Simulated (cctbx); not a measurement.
**Which space group?**

Cell: a = 8.6630 Å, b = 8.6630 Å, c = 5.8720 Å, α = 90.00°, β = 90.00°, γ = 120.00°. Expected content of the cell: W6 Sb6 Ru2 Zr4.

The data are simulated with cctbx, not measured: Mo Kα, λ = 0.71073 Å, to d = 0.65 Å, 95 % of the full sphere, strongest reflection 40000 counts, noise from counting, a 2 % proportional error and a noise floor of 8 counts (s.d.); no absorption.

A first pass over the reflections prints:

```text
5493 reflections to d = 0.651 A
centring   violations  <I/sigma> of those
    A       2115 of  2757     18.0
    B       2116 of  2754     18.0
    C       2313 of  2737     20.5
    I       2109 of  2747     18.0
    R       2917 of  3639     19.5
    F       3272 of  4124     18.8
Laue class    unique    Rint  (classes that these axes allow; Friedel mates merged)
P -1             2889   0.018
P 1 1 2/m        1577   0.022
P -3              972   0.023
P -3 1 m          538   0.024
P -3 m 1          570   0.024
P 6/m             532   0.024
P 6/m m m         334   0.025
space group    extra absences  I>4sigma  <I/sigma>
P 6 2 2                 0          0         -  acentric
P 63 2 2               10          0       0.7  acentric
P 6 m m                 0          0         -  acentric
P 63 c m              429          0       0.1  acentric
P -6 m 2                0          0         -  acentric
P -6 c 2              429          0       0.1  acentric
P -6 2 m                0          0         -  acentric
P 6/m m m               0          0         -  centric
P 63/m c m            429          0       0.1  centric
Wilson B = 0.40 A^2   <|E^2-1|> = 0.761 (0.968 centric, 0.736 acentric)   E^2>4: 1.6 %
shell (A)         n   <I/sigma>
 7.50 - 1.30     55     69.6
 1.30 - 1.03     44     82.7
 1.03 - 0.90     43     73.8
 0.90 - 0.82     40     78.8
 0.82 - 0.76     36     71.4
 0.76 - 0.72     42     72.8
 0.72 - 0.68     35     76.9
 0.68 - 0.65     39     62.4
```

**Question.** What are the lattice type, the Laue class and the likely space group?

Every centring test has many violations, so the lattice is primitive.

Rint stays low (0.018 to 0.025) up to P 6/m m m, the highest class in these axes.

9 settings pass the absence test. The most absences obeyed, 429, belong to P 63 c m, P -6 c 2 and P 63/m c m, which absences can't tell apart.

⟨|E²−1|⟩ = 0.761 leans to a non-centrosymmetric structure. Here that hint misleads: the statistic assumes many like atoms on general positions, and few, heavy or special-position atoms break it. The Wilson B of 0.40 Å² means U ≈ 0.0051 Å².

The true group is P6_3/mcm (no. 193), Laue class 6/mmm, centrosymmetric. The tables only narrow the choice to the tied entries; cell content, site symmetry and trial solutions must settle it.

The model is made up (kin elements in a known structure type, no relaxation), so it says nothing on whether the phase exists.

[Logs are printed without paths, hosts, clocks, repeated set-up lines and the standing remarks that a program may print on its own settings, such as how far it seeks lower states.]
